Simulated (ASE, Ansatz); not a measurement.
**Random cubic perovskite alloy of BaHfO3 and BaTiO3 (135 atoms): geometry optimisation**

Wanted: the relaxed structure of random cubic perovskite alloy of BaHfO3 and BaTiO3 (135 atoms) and its electronic structure.

Main program and level: Ansatz 0.2.0; Kohn-Sham DFT, RPBE, PAW (set soft_2), plane waves.

## (1) The structure

The cell holds 135 atoms: 27 Ba, 18 Hf, 81 O and 9 Ti. Its edges and angles: a = 12.340 Å, b = 12.340 Å, c = 12.340 Å, α = 90.0°, β = 90.0°, γ = 90.0°. It derives from BaHfO3 (cubic perovskite) and BaTiO3, repeated 3×3×3. Cubic perovskite BaHfO3, 3 x 3 x 3 conventional cells, 9 of 27 Hf sites given to Ti at random (x = 0.333), lattice by Vegard's rule (cell 4.113, 4.113, 4.113, 90, 90, 90); not relaxed, displaced by a Gaussian of 0.02 Å.

Limits known from the start: The host structure and its lattice constant were typed by rule, without a check against the phase diagram. Only the Γ point is sampled, in a cell whose shortest periodic width is 12 Å. No spin–orbit coupling is included, so levels derived from the heavy atoms are approximate.

## (2) Single point at the start

The forces at the start show how far the geometry lies from a minimum of this functional.

The input, input.yaml:

```yaml
crystal:
  lattice:
    - [12.3399, 0.0, 0.0]
    - [0.0, 12.3399, 0.0]
    - [0.0, 0.0, 12.3399]
  atoms:
    - { symbol: Ba, position: [0.00142, 0.99953, 0.99587] }
    - { symbol: Hf, position: [0.16601, 0.16829, 0.16568] }
    - { symbol: O, position: [0.16468, 0.16623, 0.9997] }
    - { symbol: O, position: [0.00107, 0.16818, 0.16916] }
    [... 125 atom lines left out ...]
    - { symbol: O, position: [0.83083, 0.66755, 0.50097] }
    - { symbol: Ba, position: [0.66672, 0.66903, 0.66563] }
    - { symbol: Hf, position: [0.83182, 0.83275, 0.83247] }
    - { symbol: O, position: [0.83194, 0.83227, 0.66599] }
    - { symbol: O, position: [0.6681, 0.83021, 0.8316] }
    - { symbol: O, position: [0.83265, 0.6647, 0.83253] }
kpoints:
  mp_grid: { grid: [1, 1, 1] }
hamiltonian:
  xc: rpbe
scf:
  occupations: { method: fixed }
output:
  forces: true
  stress: true
  populations: true
  dos:
    method: { smearing: { sigma: 0.08 } }
    de: 0.1
    projected: { site_lists: { Ba: [Ba], Hf: [Hf], O: [O], Ti: [Ti] } }
  eigenvalues: true
```

On the command line:

```sh
$ ansatz run input.yaml --threads 4 --pin off --max-ram 8192MiB --backend cpu --events-out ev --progress --plain --runs-dir out
```

The job ended after 3.2 min (4 threads of Arm Neoverse N1, shared host; peak memory 3.9 GiB).

Numbers from this run:

* free energy: -512969.9096 eV
* free energy per atom: -3799.7771 eV/atom
* SCF cycles: 12
* pressure: 8.89 GPa
* r.m.s. force component: 0.6118 eV/Å
* longest force: 2.544 eV/Å
* Fermi energy: 11.34 eV
* gap (highest filled to lowest empty level): 2.306 eV
* spilling of the projection: 0.007271

The r.m.s. force component of 0.61 eV/Å and the pressure of 8.9 GPa set the starting point.

Length of the force by element:

```
element  coordination  atoms  mean length of the force (eV/Å)  spread   least   most
     Ba           all     27                            0.349   0.138   0.125  0.561
     Hf           all     18                            0.733   0.377   0.208   1.64
      O           all     81                             1.07   0.705  0.0433   2.54
     Ti           all      9                            0.542   0.225   0.185  0.826
```

## (3) Relaxation

The atoms are relaxed in the fixed cell, aiming at the force tolerance of the input.

input.yaml, the sections that differ from step 2:

```yaml
output:
  forces: true
relax:
  f_tol: 0.05
  max_steps: 102
# crystal, kpoints, hamiltonian, scf: as in step 2
```

Run time: 7.9 min. Hardware: 4 threads; peak memory 3.7 GiB.

The steps of the relaxation:

```
step  energy less that of the first step (eV)  largest force component (eV/Å)
   1                                   0.0000                          2.5426
   2                                  -1.7657                          1.2285
   3                                  -2.7558                          1.6232
   4                                  -3.3033                          0.1926
   5                                  -3.3415                          0.0491
```

The atoms that moved most (Å):

```
atom      dx      dy      dz  length
Ti87  -0.121  -0.018   0.086   0.149
Ti42  -0.105   0.042  -0.085   0.142
Ti77  -0.119   0.029   0.046   0.131
 O44   0.102  -0.070   0.035   0.129
  O5   0.060  -0.104   0.014   0.121
 O34   0.118  -0.020  -0.008   0.120
O123   0.114  -0.017   0.017   0.116
 Ti7  -0.113   0.026   0.005   0.116
```

The relaxation changed the energy by -24.8 meV/atom, and atoms moved by 0.072 Å r.m.s., 0.15 Å at most.

## (4) Local order after relaxation

Bonds before and after, by the cutoffs listed below:

```
pair  bonds before  bonds after  mean before (Å)  mean after (Å)  spread before (Å)  spread after (Å)
O-Ba           324          324            2.909           2.910              0.026             0.057
O-Hf           108          108            2.061           2.084              0.027             0.045
O-Ti            54           54            2.049           2.008              0.033             0.112
```

Density 7.64 g/cm³, 13.92 Å³ an atom.

Pair distribution functions g(r), in bins of 0.2 Å:

```
r (Å)  total   O-O  O-Ba  O-Hf  O-Ti  Ba-Ba  Ba-Hf
 1.80   0.23  0.00  0.00  0.00  2.94   0.00   0.00
 2.00   2.19  0.00  0.00  9.38  8.56   0.00   0.00
 2.20   0.72  0.00  0.00  3.34  2.35   0.00   0.00
 2.40   0.00  0.00  0.00  0.00  0.00   0.00   0.00
 2.60   0.00  0.00  0.00  0.00  0.00   0.00   0.00
 2.80   2.71  3.35  6.29  0.00  0.00   0.00   0.00
 3.00   3.57  5.37  6.79  0.00  0.00   0.00   0.00
 3.20   0.00  0.00  0.00  0.00  0.00   0.00   0.00
 3.40   0.15  0.00  0.00  0.00  0.00   0.00   0.77
 3.60   1.25  0.00  0.00  0.00  0.00   0.00  16.59
 3.80   0.00  0.00  0.00  0.00  0.00   0.00   0.00
 4.00   0.71  1.13  0.00  0.00  0.00   3.86   0.00
 4.20   1.25  2.15  0.00  0.00  0.00   5.96   0.00
 4.40   0.27  0.00  0.00  0.61  2.13   0.00   0.00
 4.60   2.08  0.00  0.00  9.60  6.92   0.00   0.00
 4.80   0.24  0.00  0.33  0.28  1.46   0.00   0.00
 5.00   3.46  5.24  6.55  0.00  0.00   0.00   0.00
 5.20   0.65  0.58  1.85  0.00  0.00   0.00   0.00
 5.40   0.00  0.00  0.00  0.00  0.00   0.00   0.00
 5.60   0.04  0.06  0.00  0.00  0.00   0.26   0.00
 5.80   1.80  3.03  0.00  0.00  0.00   9.06   0.00
 6.00   0.41  0.19  0.00  1.02  1.62   0.53   0.00
 6.20   1.39  0.00  0.00  6.15  5.05   0.00   0.00
 6.40   1.27  1.73  2.46  0.12  0.59   0.00   0.00
 6.60   1.31  1.76  2.78  0.00  0.00   0.00   0.00
 6.80   1.06  0.00  0.00  0.00  0.00   0.00  13.92
 7.00   0.36  0.50  0.00  0.00  0.00   1.48   0.38
 7.20   0.64  0.96  0.00  0.11  0.54   2.88   0.00
```

Bonds by pair of elements; cutoffs follow the first minimum of g(r), held within bounds set by covalent radii, and pairs that aren't listed don't count as bonded:

```
pair A-B  cutoff (Å)  bonds  mean length (Å)  spread (Å)  shortest (Å)  B about A  A about B
    O-Ba        3.43    324             2.91       0.057          2.76          4         12
    O-Hf        2.58    108             2.08       0.045          2.00       1.33          6
    O-Ti        2.62     54             2.01       0.112          1.84      0.667          6
```

How many atoms have how many bonded neighbours:

```
element  mean   6  12
     Ba    12   0  27
     Hf     6  18   0
      O     6  81   0
     Ti     6   9   0
```

Bond angles, per cent of each kind in bins of 5°:

```
angle (°)  Ba-O-Ba  Ba-O-Hf  O-Hf-O  Ba-O-Ti  O-Ti-O
    80–85      0.2      0.2     1.1      2.3     6.7
    85–90     31.9     59.7    41.5     39.4    35.6
    90–95     34.6     40.0    37.4     51.4    31.1
   95–100      0.0      0.0     0.0      6.9     6.7
  100–105      0.0      0.0     0.0      0.0     0.0
  105–110      0.0      0.0     0.0      0.0     0.0
  110–115      0.0      0.0     0.0      0.0     0.0
  115–120      0.0      0.0     0.0      0.0     0.0
  120–125      0.0      0.0     0.0      0.0     0.0
  125–130      0.0      0.0     0.0      0.0     0.0
  130–135      0.0      0.0     0.0      0.0     0.0
  135–140      0.0      0.0     0.0      0.0     0.0
  140–145      0.0      0.0     0.0      0.0     0.0
  145–150      0.0      0.0     0.0      0.0     0.0
  150–155      0.0      0.0     0.0      0.0     0.0
  155–160      0.0      0.0     0.0      0.0     0.0
  160–165      0.0      0.0     0.0      0.0     0.0
  165–170      0.0      0.0     0.0      0.0     2.2
  170–175      0.8      0.0     3.3      0.0    10.4
  175–180     32.5      0.0    16.7      0.0     7.4
```

Bond angles (no mean is given where the spread exceeds 20°):

```
  angle  count  mean (°)  spread (°)
Ba-O-Ba    486         -           -
Ba-O-Hf    432      89.6         1.9
 O-Hf-O    270         -           -
Ba-O-Ti    216      90.8         2.8
 O-Ti-O    135         -           -
```

For some of the pairs, g(r) has its first main peak near 2.91 Å (O-O), 2.91 Å (O-Ba), 2.08 Å (O-Hf), 1.97 Å (O-Ti), 4.11 Å (Ba-Ba) and 3.57 Å (Ba-Hf). With the cutoffs above, all Ba atoms have 12, all Hf atoms have 6, all O atoms have 6 and all Ti atoms have 6 bonded neighbours.

## (5) Single point at the relaxed geometry

The electronic structure is read at the final geometry, in a run of its own.

The input, input.yaml:

```yaml
crystal:
  lattice:
    - [12.3399, 0.0, 0.0]
    - [0.0, 12.3399, 0.0]
    - [0.0, 0.0, 12.3399]
  atoms:
    - { symbol: Ba, position: [0.00021, 0.99965, 0.99835] }
    - { symbol: Hf, position: [0.16577, 0.17225, 0.16798] }
    - { symbol: O, position: [0.1675, 0.16166, 0.00051] }
    - { symbol: O, position: [0.00113, 0.16185, 0.17083] }
    [... 125 atom lines left out ...]
    - { symbol: O, position: [0.83537, 0.66664, 0.50084] }
    - { symbol: Ba, position: [0.66309, 0.66651, 0.66897] }
    - { symbol: Hf, position: [0.82775, 0.8327, 0.83314] }
    - { symbol: O, position: [0.83846, 0.83253, 0.66696] }
    - { symbol: O, position: [0.66525, 0.83221, 0.83443] }
    - { symbol: O, position: [0.83642, 0.66121, 0.83199] }
kpoints:
  mp_grid: { grid: [1, 1, 1] }
hamiltonian:
  xc: rpbe
scf:
  occupations: { method: fixed }
output:
  forces: true
  stress: true
  populations: true
  dos:
    method: { smearing: { sigma: 0.15 } }
    de: 0.1
    projected: { site_lists: { Ba: [Ba], Hf: [Hf], O: [O], Ti: [Ti] } }
  eigenvalues: true
  write_density: true
  write_potential: true
  volumetric_format: npy
```

The job ended after 3.3 min (4 threads; peak memory 3.9 GiB).

Numbers from this run:

| Property | Result |
| --- | --- |
| free energy | -512973.2510 eV |
| free energy per atom | -3799.8019 eV/atom |
| SCF cycles | 12 |
| pressure | 8.688 GPa |
| r.m.s. force component | 0.00869 eV/Å |
| longest force | 0.06107 eV/Å |
| Fermi energy | 11.25 eV |
| gap (highest filled to lowest empty level) | 2.981 eV |
| spilling of the projection | 0.007263 |

Löwdin charges by element (they lack the spilled electrons, 0.072 e an atom on average):

```
element  coordination  atoms  mean charge (e)  spread   least    most
     Ba           all     27             1.80  0.0054    1.79    1.81
     Hf           all     18             1.16  0.0102    1.15    1.18
      O           all     81           -0.879  0.0196  -0.924  -0.825
     Ti           all      9             1.25  0.0167    1.22    1.28
```

States in the cell by windows of 1 eV, zero at the Fermi level; the larger projections on atomic orbitals stand beside the total:

```
from (eV)  to (eV)  total    O p   Hf f  Hf d  Ba p  Ti d   O s
      -18      -17    0.1    0.0    0.0   0.0   0.0   0.0   0.0
      -17      -16   54.7    0.1    0.0   4.1   0.8   0.7  41.2
      -16      -15  107.3    0.2    0.4   4.9   1.3   1.8  92.9
      -15      -11    0.0    0.0    0.0   0.0   0.0   0.0   0.0
      -11      -10   76.4    3.4    4.4   1.3  65.7   0.2   1.2
      -10       -9  337.6    3.0  246.1   0.6  84.8   0.2   2.5
       -9       -4    0.0    0.0    0.0   0.0   0.0   0.0   0.0
       -4       -3   92.8   68.6    0.1  10.9   0.4   3.7   1.1
       -3       -2  118.3   85.9    0.1  13.1   3.9  10.8   0.6
       -2       -1  116.1   99.0    0.2   5.9   2.0   2.9   0.5
       -1        0  143.8  135.5    0.4   1.4   1.4   0.8   0.2
        0        1   15.0   14.5    0.0   0.1   0.1   0.0   0.0
        1        2    0.0    0.0    0.0   0.0   0.0   0.0   0.0
        2        3    2.0    0.1    0.0   0.5   0.0   1.3   0.0
        3        4   41.9    5.9    0.0   4.0   0.0  30.5   0.1
        4        5   17.0    2.7    0.0   3.9   0.0   9.0   0.1
```

With fixed occupations the program's Fermi level is the highest filled level; weight inside the gap is the broadening of levels at its edges.

Between -26 and -18 eV lie 54 more states.

The stored curve holds about 1116 of the 1332 electrons; the rest, give or take the few that broadening carries across the Fermi level, lie in deeper levels below its range.

The levels nearest the highest filled one (over half full), pooled over k-points and spins:

```
level less the highest filled one (eV)  occupation
                               -0.0569           2
                               -0.0436           2
                               -0.0324           2
                                -0.025           2
                               -0.0195           2
                                     0           2
                                  2.98           0
                                  3.00           0
                                  3.07           0
                                  3.11           0
                                  3.12           0
                                  3.17           0
```

Mean Löwdin charges: Ba +1.80, Hf +1.16, O -0.88, Ti +1.25 e (they miss 0.73 % of the electrons, so they add up to more than the cell's charge). The largest share in the top eV of filled states is O p (96 % of the projected weight), and in the lowest eV of empty states Ti d (75 % of the projected weight).

## (6) Outcome

| Quantity | Value |
| --- | --- |
| energy change in the relaxation | -24.75 meV/atom |
| r.m.s. displacement | 0.072 Å |
| largest displacement | 0.149 Å |
| free energy per atom | -3799.8019 eV/atom |
| density | 7.642 g/cm³ |
| pressure | 8.688 GPa |
| r.m.s. force component | 0.00869 eV/Å |
| gap (highest filled to lowest empty level) | 2.981 eV |
| wall time of the 3 DFT runs | 14 min |

**Reading.** Relaxation lowers the energy by 24.8 meV/atom and moves atoms by 0.072 Å r.m.s.; the r.m.s. force component goes from 0.61 to 0.0087 eV/Å, the pressure goes from 8.9 to 8.7 GPa, and the gap from 2.31 to 2.98 eV. By the final cutoffs no bond was broken or made. First to last step the energy falls by 3.341 eV; the largest move, 0.15 Å, is that of Ti87. The O-Ti bonds change most in mean length: from 2.049 Å (spread 0.033) to 2.008 Å (spread 0.112). With the cutoffs above, all Ba atoms have 12, all Hf atoms have 6, all O atoms have 6 and all Ti atoms have 6 bonded neighbours. The highest filled and lowest empty levels differ by 2.98 eV at Γ alone; the mesh holds the band edges only if they fold onto it, so the gap at this level can be narrower or closed.

What to keep in mind: The pressure of 8.7 GPa shows the cell to be compressed for this functional.

[Logs are printed without paths, hosts, clocks, repeated set-up lines and the standing remarks that a program may print on its own settings, such as how far it seeks lower states.]

[Hosts, paths, dates, database ids (printed as entryN), source tags and the programs' standing remarks are cut or masked in the printed files.]
